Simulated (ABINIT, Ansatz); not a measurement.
## InSe (P-6m2): from the cell to the phonon bands

How does InSe (P-6m2) vibrate, and is this structure a minimum?

Calculated with ABINIT 10.8.3; DFT LDA, scalar-relativistic, plane waves, HGH norm-conserving pseudopotentials.

## Step 1: The structure

The cell holds 4 atoms: 2 In and 2 Se. Cell: a = 3.956 Å, b = 3.956 Å, c = 18.100 Å, α = 90.0°, β = 90.0°, γ = 120.0°. Vacuum lies along c.

As a file:

```cif
data_structure
_symmetry_space_group_name_H-M 'P 1'
_symmetry_Int_Tables_number 1
_cell_length_a 3.9557
_cell_length_b 3.9557
_cell_length_c 18.1000
_cell_angle_alpha 90.000
_cell_angle_beta 90.000
_cell_angle_gamma 120.000
_cell_volume 245.28
loop_
_atom_site_label
_atom_site_type_symbol
_atom_site_fract_x
_atom_site_fract_y
_atom_site_fract_z
_atom_site_occupancy
In1 In 0.33333 0.66667 0.57557 1
In2 In 0.33333 0.66667 0.42443 1
Se3 Se 0.66667 0.33333 0.64585 1
Se4 Se 0.66667 0.33333 0.35415 1
```

## Step 2: Relaxation

The in-plane cell and the atoms are brought to rest; the spacing across the vacuum is kept.

The starting cell comes from a relaxation made beforehand in Ansatz (LDA, PseudoDojo NC).

relax.abi

```
# relaxation
ionmov 2
optcell 9
dilatmx 1.08
ntime 40
tolmxf 1.0d-05
tolvrs 1.0d-14
prtwf 0
prtden 0
chksymtnons 0

# basis, mesh and filling
ecut 26.0
ecutsm 3.0
ixc 7
ngkpt 9 9 1
nshiftk 1
shiftk 0.0 0.0 0.0
istwfk *1
occopt 1
nband 9
nstep 100
diemac 9.0
prtebands 0
prtgsr 0
useylm 1

# cell and atoms
acell 7.475196415 7.475196415 34.20404286
rprim 
    1.0 0.0 0.0
    -0.5 0.8660254038 0.0
    0.0 0.0 1.0
ntypat 2
znucl 49 34
natom 4
typat 1 1 2 2
xred 
    1/3 2/3 0.5755701534
    1/3 2/3 0.4244298466
    2/3 1/3 0.6458536958
    2/3 1/3 0.3541463042
pp_dirpath "./pseudo"
pseudos "In.hgh, Se.hgh"
```

The run is started by

```
$ OMP_NUM_THREADS=1 mpirun -n 4 abinit relax.abi > relax.log
```

Numbers of over 12 decimals in the logs are rounded to 6 here.

relax.abo, the main output file:

```text
[banners, grids, parts of the stress and lines that vanish by symmetry left out]
- input  file    -> relax.abi
- output file    -> relax.abo
- root for input  files -> relaxi
[...]
Symmetries : space group P-6 m 2 (#187); Bravais hP (primitive hexag.)
[...]
mpw =       13237          nfft =      288000          nkpt =          12
[...]
== DATASET  1 ==================================================================
[...]
cutoff_energies: {ecut:  26.0, pawecutdg:  -1.0, }
[...]
Exchange-correlation functional for the present dataset will be:
  LDA: Perdew-Wang 92 LSD fit to Ceperley-Alder data - ixc=7
[...]
ETOT  1  -23.023881647085    -2.302E+01 3.114E-02 9.511E+03
 ETOT  2  -23.172149477860    -1.483E-01 2.915E-05 3.046E+02
 ETOT  3  -23.185159816036    -1.301E-02 3.488E-04 6.545E+02
 ETOT  4  -23.188689978258    -3.530E-03 9.497E-06 2.010E+02
 ETOT  5  -23.189518398499    -8.284E-04 4.866E-06 2.637E+01
[...]
At SCF step   20       vres2   =  3.32E-16 < tolvrs=  1.00E-14 =>converged.
[...]
sigma(1 1)=  3.62603424E-05  sigma(3 2)=  0.00000000E+00
  sigma(2 2)=  3.62603423E-05  sigma(3 1)=  0.00000000E+00
  sigma(3 3)=  4.50686255E-05  sigma(2 1)=  0.00000000E+00
[...]
convergence: {deltae:  7.532E-12, res2:  3.319E-16, residm:  6.459E-22, diffor: null, }
etotal    :  -2.31895668E+01
[...]
ETOT  1  -23.188284794582    -2.319E+01 1.194E-04 1.697E+02
[...]
At SCF step   19       vres2   =  7.49E-15 < tolvrs=  1.00E-14 =>converged.
[...]
sigma(1 1)=  3.30037415E-05  sigma(3 2)=  0.00000000E+00
  sigma(2 2)=  3.30037415E-05  sigma(3 1)=  0.00000000E+00
  sigma(3 3)=  4.27455477E-05  sigma(2 1)=  0.00000000E+00
[...]
convergence: {deltae: -2.881E-12, res2:  7.488E-15, residm:  9.491E-23, diffor: null, }
etotal    :  -2.31898089E+01
[...]
ETOT  1  -23.079039792011    -2.308E+01 6.326E+00 1.295E+04
[...]
At SCF step   20       vres2   =  1.12E-15 < tolvrs=  1.00E-14 =>converged.
[...]
sigma(1 1)=  1.91047610E-06  sigma(3 2)=  0.00000000E+00
  sigma(2 2)=  1.91047609E-06  sigma(3 1)=  0.00000000E+00
  sigma(3 3)=  2.02643089E-05  sigma(2 1)=  0.00000000E+00
[...]
convergence: {deltae: -1.759E-12, res2:  1.116E-15, residm:  8.537E-22, diffor: null, }
etotal    :  -2.31908567E+01
[...]
ETOT  1  -23.190920980904    -2.319E+01 1.047E-06 9.662E+00
[...]
At SCF step   17       vres2   =  2.21E-15 < tolvrs=  1.00E-14 =>converged.
[...]
sigma(1 1)=  1.50161801E-06  sigma(3 2)=  0.00000000E+00
  sigma(2 2)=  1.50161799E-06  sigma(3 1)=  0.00000000E+00
  sigma(3 3)=  1.86140151E-05  sigma(2 1)=  0.00000000E+00
[...]
convergence: {deltae:  2.771E-12, res2:  2.209E-15, residm:  2.372E-21, diffor: null, }
etotal    :  -2.31909585E+01
[...]
ETOT  1  -23.187943881045    -2.319E+01 1.458E-01 8.546E+02
[...]
sigma(1 1)= -3.03347948E-06  sigma(3 2)=  0.00000000E+00
  sigma(2 2)= -3.03347949E-06  sigma(3 1)=  0.00000000E+00
[...]
convergence: {deltae: -4.224E-12, res2:  9.347E-15, residm:  2.022E-21, diffor: null, }
etotal    :  -2.31913364E+01
[...]
ETOT  1  -23.191281002230    -2.319E+01 4.473E-09 1.338E+01
[...]
convergence: {deltae:  3.158E-12, res2:  1.394E-15, residm:  1.284E-22, diffor: null, }
etotal    :  -2.31913416E+01
[...]
ETOT  1  -23.191341321905    -2.319E+01 4.640E-10 3.883E-01
[...]
convergence: {deltae:  4.452E-12, res2:  3.885E-15, residm:  1.593E-22, diffor: null, }
etotal    :  -2.31913430E+01
[...]
ETOT  1  -23.190623140038    -2.319E+01 4.055E-08 1.701E+02
[...]
convergence: {deltae: -1.084E-12, res2:  3.827E-15, residm:  5.762E-22, diffor: null, }
etotal    :  -2.31913617E+01
[...]
ETOT  1  -23.191360150717    -2.319E+01 5.933E-10 5.754E-01
[...]
At SCF step   17       vres2   =  5.11E-15 < tolvrs=  1.00E-14 =>converged.
[...]
sigma(2 2)=  3.47942089E-08  sigma(3 1)=  0.00000000E+00
  sigma(3 3)=  2.03928211E-07  sigma(2 1)=  0.00000000E+00
[...]
convergence: {deltae:  3.165E-12, res2:  5.106E-15, residm:  6.727E-22, diffor: null, }
etotal    :  -2.31913624E+01
[...]
ETOT  1  -23.191362339539    -2.319E+01 2.409E-07 3.367E-02
[...]
ETOT 13  -23.191362494423     5.528E-12 1.407E-19 9.376E-14
 ETOT 14  -23.191362494429    -5.592E-12 8.759E-21 7.320E-16
 At SCF step   14       vres2   =  7.32E-16 < tolvrs=  1.00E-14 =>converged.
[...]
sigma(1 1)=  6.88700918E-09  sigma(3 2)=  0.00000000E+00
  sigma(2 2)=  6.88699570E-09  sigma(3 1)=  0.00000000E+00
  sigma(3 3)=  6.26354730E-09  sigma(2 1)=  0.00000000E+00
[...]
convergence: {deltae: -5.592E-12, res2:  7.320E-16, residm:  8.759E-21, diffor: null, }
etotal    :  -2.31913625E+01
[...]
At Broyd/MD step  10, gradients are converged :
[...]
sigma(1 1)=  6.88700918E-09  sigma(3 2)=  0.00000000E+00
  sigma(2 2)=  6.88699570E-09  sigma(3 1)=  0.00000000E+00
  sigma(3 3)=  6.26354730E-09  sigma(2 1)=  0.00000000E+00
[...]
- sigma(1 1)=  2.02622806E-04  sigma(3 2)=  0.00000000E+00
- sigma(2 2)=  2.02622409E-04  sigma(3 1)=  0.00000000E+00
- sigma(3 3)=  1.84279924E-04  sigma(2 1)=  0.00000000E+00
[...]
fcart      1.0952549546E-28  6.3234574284E-29 -2.6792515038E-06
           strten      6.8870091834E-09  6.8869956970E-09  6.2635472962E-09
================================================================================

[key lines of the parts left out:]
pressure_GPa:  -1.9651E-04
Total energy (etotal) [Ha]= -2.31913624944289E+01
```

It took 3 min on 4 MPI ranks of Arm Neoverse V2, shared host.

Relaxation path:

```csv
step,energy less that of the first step (eV),largest force (eV/Å),volume (Å³)
1,0.0000,0.4045,245.28
2,-0.0066,0.3599,244.74
3,-0.0351,0.3877,239.92
4,-0.0379,0.3461,239.67
5,-0.0482,0.0333,237.40
6,-0.0483,0.0281,237.67
7,-0.0483,0.0269,237.72
8,-0.0488,0.0137,238.72
9,-0.0489,0.0039,238.78
10,-0.0489,0.0001,238.77
```

```csv
cell as run,before,after,change
a (Å),3.956,3.903,-1.3 %
b (Å),3.956,3.903,-1.3 %
```

The atoms that moved most (Å, along periodic axes as changes of fractional coordinates times the final cell, across vacuum about the mean position):

```csv
atom,dx,dy,dz,length
Se3,0.000,0.000,-0.067,0.067
Se4,0.000,0.000,0.067,0.067
In2,0.000,0.000,0.036,0.036
In1,0.000,0.000,-0.036,0.036
```

The relaxed structure:

```xyz
4
Lattice="3.9029 0.0000 0.0000 -1.9514 3.3800 0.0000 0.0000 0.0000 18.1000" Properties=species:S:1:pos:R:3
In    0.0000    2.2533   10.3818
In    0.0000    2.2533    7.7182
Se    1.9514    1.1267   11.6234
Se    1.9514    1.1267    6.4766
```

This step gave:

| Item | Value |
| --- | --- |
| area per atom | 3.298 Å² |

The volume changes by -2.7 % from the cell with which this run began.

## Step 3: Self-consistent run for the response

First-order wavefunctions inherit every error of the ground state, hence the very tight tolvrs.

gs.abi

```
# ground state
tolvrs 1.0d-16
prtden 1
prtwf 1

# basis, mesh and filling
ecut 20.0
ixc 7
ngkpt 9 9 1
nshiftk 1
shiftk 0.0 0.0 0.0
istwfk *1
occopt 1
nband 9
nstep 100
diemac 9.0
prtebands 0
prtgsr 0
useylm 1

# cell and atoms
acell 7.375392949 7.375392949 34.20404286
rprim 
    1.0 0.0 0.0
    -0.5 0.8660254038 0.0
    0.0 0.0 1.0
ntypat 2
znucl 49 34
natom 4
typat 1 1 2 2
xred 
    1/3 2/3 0.5735801012
    1/3 2/3 0.4264198988
    2/3 1/3 0.6421752897
    2/3 1/3 0.3578247103
pp_dirpath "./pseudo"
pseudos "In.hgh, Se.hgh"
```

The run is started by

```
$ OMP_NUM_THREADS=1 mpirun -n 4 abinit gs.abi > gs.log
```

gs.abo, the main output file:

```text
[banners, grids, parts of the stress and lines that vanish by symmetry left out]
- input  file    -> gs.abi
- output file    -> gs.abo
- root for input  files -> gsi
[...]
Symmetries : space group P-6 m 2 (#187); Bravais hP (primitive hexag.)
[...]
mpw =        6975          nfft =      129600          nkpt =          12
[...]
== DATASET  1 ==================================================================
[...]
cutoff_energies: {ecut:  20.0, pawecutdg:  -1.0, }
[...]
Exchange-correlation functional for the present dataset will be:
  LDA: Perdew-Wang 92 LSD fit to Ceperley-Alder data - ixc=7
[...]
ETOT  1  -23.026224110411    -2.303E+01 3.263E-02 4.556E+03
 ETOT  2  -23.174162074805    -1.479E-01 2.736E-05 1.168E+02
 ETOT  3  -23.182624392104    -8.462E-03 3.117E-04 3.145E+02
 ETOT  4  -23.186481121623    -3.857E-03 1.402E-05 8.729E+01
 ETOT  5  -23.187157055827    -6.759E-04 3.976E-06 1.240E+01
[...]
ETOT 20  -23.187198431878    -3.020E-13 1.071E-23 2.067E-16
 ETOT 21  -23.187198431878    -5.116E-13 4.634E-24 1.462E-17
 At SCF step   21       vres2   =  1.46E-17 < tolvrs=  1.00E-16 =>converged.
[...]
sigma(1 1)=  1.17713456E-05  sigma(3 2)=  0.00000000E+00
  sigma(2 2)=  1.17713456E-05  sigma(3 1)=  0.00000000E+00
  sigma(3 3)=  1.21527629E-05  sigma(2 1)=  0.00000000E+00
[...]
convergence: {deltae: -5.116E-13, res2:  1.462E-17, residm:  4.634E-24, diffor: null, }
etotal    :  -2.31871984E+01
[...]
sigma(1 1)=  1.17713456E-05  sigma(3 2)=  0.00000000E+00
  sigma(2 2)=  1.17713456E-05  sigma(3 1)=  0.00000000E+00
  sigma(3 3)=  1.21527629E-05  sigma(2 1)=  0.00000000E+00
[...]
- sigma(1 1)=  3.46324945E-01  sigma(3 2)=  0.00000000E+00
- sigma(2 2)=  3.46324945E-01  sigma(3 1)=  0.00000000E+00
- sigma(3 3)=  3.57546628E-01  sigma(2 1)=  0.00000000E+00
[...]
fcart     -3.6508498486E-29 -2.1078191428E-29 -8.6072438945E-05
           strten      1.1771345630E-05  1.1771345616E-05  1.2152762884E-05
================================================================================

[key lines of the parts left out:]
pressure_GPa:  -3.5007E-01
```

The job ended after 11 s (4 MPI ranks; 45 s of CPU time).

## Step 4: The gap at rest

Empty bands on the ground state's density check that the gap assumed so far is there in this cell.

gap.abi

```
# empty bands on the ground state's density
iscf -2
getden_filepath "gso_DEN"
tolwfr 1.0d-12
nbdbuf 2
prtwf 0

# basis, mesh and filling
ecut 20.0
ixc 7
ngkpt 9 9 1
nshiftk 1
shiftk 0.0 0.0 0.0
istwfk *1
occopt 1
nband 13
nstep 100
diemac 9.0
prtebands 0
prtgsr 0
useylm 1

# cell and atoms
acell 7.375392949 7.375392949 34.20404286
rprim 
    1.0 0.0 0.0
    -0.5 0.8660254038 0.0
    0.0 0.0 1.0
ntypat 2
znucl 49 34
natom 4
typat 1 1 2 2
xred 
    1/3 2/3 0.5735801012
    1/3 2/3 0.4264198988
    2/3 1/3 0.6421752897
    2/3 1/3 0.3578247103
pp_dirpath "./pseudo"
pseudos "In.hgh, Se.hgh"
```

The run is started by

```
$ OMP_NUM_THREADS=1 mpirun -n 4 abinit gap.abi > gap.log
```

gap.abo, the main output file:

```text
[banners, grids, parts of the stress and lines that vanish by symmetry left out]
- input  file    -> gap.abi
- output file    -> gap.abo
- root for input  files -> gapi
[...]
Symmetries : space group P-6 m 2 (#187); Bravais hP (primitive hexag.)
[...]
mpw =        6975          nfft =      129600          nkpt =          12
[...]
== DATASET  1 ==================================================================
[...]
cutoff_energies: {ecut:  20.0, pawecutdg:  -1.0, }
[...]
Exchange-correlation functional for the present dataset will be:
  LDA: Perdew-Wang 92 LSD fit to Ceperley-Alder data - ixc=7
[...]
-outvars: echo values of variables after computation
            acell      7.3753929490E+00  7.3753929490E+00  3.4204042860E+01 Bohr
================================================================================
```

Run time: 4.9 s. Hardware: 4 MPI ranks; 19 s of CPU time.

This step gave:

- gap on the k-mesh: 1.994 eV

In this cell the gap on the mesh is 2.0 eV, indirect (smallest direct 2.1 eV), so fixed occupations hold.

## Step 5: Linear response at Γ

The derivative of the wavefunctions by k comes first, since the response to a field is built on it; then the field and the displacements that symmetry doesn't supply are solved at q = 0.

It reads the wavefunctions written in step 3.

dfpt_gamma.abi

```
ndtset 2

# common to the responses
getwfk_filepath "gso_WFK"
kptopt 2
nqpt 1
qpt 0.0 0.0 0.0
asr 0
chneut 0

# d/dk
rfelfd1 2
rfdir1 1 1 1
iscf1 -3
tolwfr1 1.0d-20

# displacements, field
rfphon2 1
rfatpol2 1 4
rfdir2 1 1 1
rfelfd2 3
getddk2 1
tolvrs2 1.0d-10
prtwf2 0

# basis, mesh and filling
ecut 20.0
ixc 7
ngkpt 9 9 1
nshiftk 1
shiftk 0.0 0.0 0.0
istwfk *1
occopt 1
nband 9
nstep 100
diemac 9.0
prtebands 0
prtgsr 0
useylm 1

# cell and atoms
acell 7.375392949 7.375392949 34.20404286
rprim 
    1.0 0.0 0.0
    -0.5 0.8660254038 0.0
    0.0 0.0 1.0
ntypat 2
znucl 49 34
natom 4
typat 1 1 2 2
xred 
    1/3 2/3 0.5735801012
    1/3 2/3 0.4264198988
    2/3 1/3 0.6421752897
    2/3 1/3 0.3578247103
pp_dirpath "./pseudo"
pseudos "In.hgh, Se.hgh"
```

The run is started by

```
$ OMP_NUM_THREADS=1 mpirun -n 4 abinit dfpt_gamma.abi > dfpt_gamma.log
```

dfpt_gamma.abo, the main output file:

```text
[banners, grids, parts of the stress and lines that vanish by symmetry left out]
- input  file    -> dfpt_gamma.abi
- output file    -> dfpt_gamma.abo
- root for input  files -> dfpt_gammai
[...]
DATASET    1 : space group P-6 m 2 (#187); Bravais hP (primitive hexag.)
[...]
nfft =      129600          nkpt =          41
[...]
DATASET    2 : space group P-6 m 2 (#187); Bravais hP (primitive hexag.)
[...]
nfft =      129600          nkpt =          41
[...]
== DATASET  1 ==================================================================
[...]
cutoff_energies: {ecut:  20.0, pawecutdg:  -1.0, }
[...]
Exchange-correlation functional for the present dataset will be:
  LDA: Perdew-Wang 92 LSD fit to Ceperley-Alder data - ixc=7
[...]
- 34.00000   6.00000     10605                znucl, zion, pspdat
[...]
Perturbation : derivative vs k along direction   1
[...]
-ETOT  1  -18.999456250385     -1.900E+01 2.498E-01 0.000E+00
 ETOT  2  -19.047894090742     -4.844E-02 3.244E-03 0.000E+00
 ETOT  3  -19.048246486281     -3.524E-04 1.178E-04 0.000E+00
 ETOT  4  -19.048251475358     -4.989E-06 2.102E-06 0.000E+00
 ETOT  5  -19.048251576793     -1.014E-07 6.107E-08 0.000E+00
[...]
At SCF step   14   max residual=  9.94E-21 < tolwfr=  1.00E-20 =>converged.
[...]
Perturbation : derivative vs k along direction   2
[...]
-ETOT  1  -19.000857885898     -1.900E+01 3.255E-01 0.000E+00
[...]
At SCF step   13   max residual=  9.94E-21 < tolwfr=  1.00E-20 =>converged.
[...]
Perturbation : derivative vs k along direction   3
[...]
-ETOT  1 -0.659635     -6.596E-01 3.481E-03 0.000E+00
[...]
At SCF step   14   max residual=  9.99E-21 < tolwfr=  1.00E-20 =>converged.
[...]
1        1       3.8248897512    0.0000000000
     1        2      -1.3249806765    0.0000000000
     1        3       0.0000000000    0.0000000000
     2        1      -1.3249806765    0.0000000000
     2        2       2.2949338507   -0.0000000000
     2        3       0.0000000000    0.0000000000
     3        1       0.0000000000    0.0000000000
     3        2       0.0000000000    0.0000000000
     3        3       2.0987640334    0.0000000000
[...]
== DATASET  2 ==================================================================
[...]
cutoff_energies: {ecut:  20.0, pawecutdg:  -1.0, }
[...]
Exchange-correlation functional for the present dataset will be:
  LDA: Perdew-Wang 92 LSD fit to Ceperley-Alder data - ixc=7
[...]
Perturbation : displacement of atom   1   along direction   1
[...]
-ETOT  1   4.031338     -2.487E+01 2.278E-02 2.086E+03
[...]
At SCF step   10       vres2   =  5.66E-11 < tolvrs=  1.00E-10 =>converged.
[...]
Perturbation : displacement of atom   1   along direction   3
[...]
-ETOT  1   5348.4063668772      4.311E+03 2.217E+01 1.157E+08
[...]
At SCF step   23       vres2   =  2.34E-11 < tolvrs=  1.00E-10 =>converged.
[...]
Perturbation : displacement of atom   3   along direction   1
[...]
-ETOT  1   60.749990502130     -2.448E+02 3.196E-01 8.619E+04
[...]
At SCF step   11       vres2   =  4.82E-11 < tolvrs=  1.00E-10 =>converged.
[...]
Perturbation : displacement of atom   3   along direction   3
[...]
-ETOT  1   26152.966120354      1.821E+04 1.421E+01 4.735E+08
[...]
At SCF step   27       vres2   =  3.94E-11 < tolvrs=  1.00E-10 =>converged.
[...]
Perturbation : homogeneous electric field along direction   1
[...]
-ETOT  1  -352.21690621163     -3.522E+02 1.943E+01 3.374E+04
[...]
At SCF step   16       vres2   =  1.01E-11 < tolvrs=  1.00E-10 =>converged.
[...]
Perturbation : homogeneous electric field along direction   3
[...]
-ETOT  1   41.034927984723      4.103E+01 3.601E-01 1.250E+06
[...]
ETOT 15  -2.736687     -5.551E-14 2.667E-16 6.185E-10
 ETOT 16  -2.736687     -2.576E-14 5.232E-17 1.067E-11
 At SCF step   16       vres2   =  1.07E-11 < tolvrs=  1.00E-10 =>converged.
[...]
Dielectric tensor, in cartesian coordinates,
[...]
1    6   1    6         4.0463743594        -0.0000000000
   1    6   2    6         0.0000000000        -0.0000000000
   1    6   3    6        -0.0000000000        -0.0000000000
   2    6   1    6         0.0000000000        -0.0000000000
   2    6   2    6         4.0463743595        -0.0000000000
   2    6   3    6        -0.0000000000        -0.0000000000
   3    6   1    6        -0.0000000000        -0.0000000000
   3    6   2    6        -0.0000000000        -0.0000000000
   3    6   3    6         1.6324870873        -0.0000000000
  Effective charges, in cartesian coordinates,
[...]
1    1   1    6         2.2421051115         0.0000000000
   2    1   1    6        -0.0000000000         0.0000000000
   3    1   1    6         0.0000000000         0.0000000000
   1    2   1    6         2.2421051115         0.0000000000
   2    2   1    6        -0.0000000000         0.0000000000
[...]
Effective charges, in cartesian coordinates,
[...]
2    6   1    4         0.0000000000         0.0000000000
   3    6   1    4         0.0000000000         0.0000000000
   1    6   2    4         0.0000000000         0.0000000000
   2    6   2    4        -2.2574905014         0.0000000000
   3    6   2    4         0.0000000000         0.0000000000
   1    6   3    4         0.0000000000         0.0000000000
   2    6   3    4         0.0000000000         0.0000000000
   3    6   3    4        -0.2840076779         0.0000000000
  Phonon wavevector (reduced coordinates) :  0.00000  0.00000  0.00000
 Phonon energies in Hartree :
[...]
Phonon frequencies in cm-1    :
- -2.745776E+00  2.378250E+00  2.378250E+00  4.168830E+01  4.168830E+01
-  1.099335E+02  1.748174E+02  1.748174E+02  1.784521E+02  1.784521E+02
-  2.063308E+02  2.367337E+02
  Phonon at Gamma, with non-analyticity in the
[...]
Phonon energies in Hartree :
[...]
Phonon frequencies in cm-1    :
- -2.745776E+00  2.378250E+00  2.395233E+00  4.168830E+01  4.168830E+01
-  1.099335E+02  1.748174E+02  1.748174E+02  1.784521E+02  2.063308E+02
-  2.070724E+02  2.367337E+02
  Phonon at Gamma, with non-analyticity in the
[...]
Phonon energies in Hartree :
[...]
Phonon frequencies in cm-1    :
- -2.745776E+00  2.378250E+00  2.395233E+00  4.168830E+01  4.168830E+01
-  1.099335E+02  1.748174E+02  1.748174E+02  1.784521E+02  2.063308E+02
-  2.070724E+02  2.367337E+02
  Phonon at Gamma, with non-analyticity in the
[...]
Phonon energies in Hartree :
[...]
Phonon frequencies in cm-1    :
- -2.745776E+00  2.378250E+00  2.378250E+00  4.168830E+01  4.168830E+01
-  1.099335E+02  1.748174E+02  1.748174E+02  1.784521E+02  1.784521E+02
-  2.073834E+02  2.367337E+02
[...]
fcart2     0.0000000000E+00  0.0000000000E+00  0.0000000000E+00
           strten2     0.0000000000E+00  0.0000000000E+00  0.0000000000E+00
================================================================================
```

Run time: 3.1 min. Hardware: 4 MPI ranks.

Numbers from this step:

```
miss of the charge sum rule                                       : 0.03077 e
largest acoustic frequency at the zone centre before the sum rule : -2.75 cm⁻¹
highest optical zone-centre mode (no LO-TO term)                  : 236.7 cm⁻¹
lowest optical zone-centre mode                                   : 41.69 cm⁻¹
```

Born charge (rows field, columns displacement), before the sum rule (e), principal values of the symmetric part by kind of site:

```csv
atom,atoms with these values,low,middle,high,mean
In1,2,0.28,2.24,2.24,1.59
Se3,2,-2.26,-2.26,-0.28,-1.60
```

In full for In1:

```
2.24 0.00 0.00
0.00 2.24 0.00
0.00 0.00 0.28
```

High-frequency dielectric tensor:

```
4.05 0.00 0.00
0.00 4.05 0.00
0.00 0.00 1.63
```

The cell holds one sheet and vacuum: ε∞ is an average over the 18.1 Å of the cell, and it and the Born charges along c change with that height.

The acoustic modes at Γ come out as far as 2.8 cm⁻¹ from zero, where they should vanish, a small numerical error; the Born charges miss their sum rule by 0.031 e, which is fair.

[end of part 1 of 4]

[Host names and launcher messages were left out of these logs when they were recorded.]

[Logs are printed without paths, hosts, clocks, repeated set-up lines and the standing remarks that a program may print on its own settings, such as how far it seeks lower states.]

[Hosts, paths, dates, database ids (printed as entryN), source tags and the programs' standing remarks are cut or masked in the printed files.]
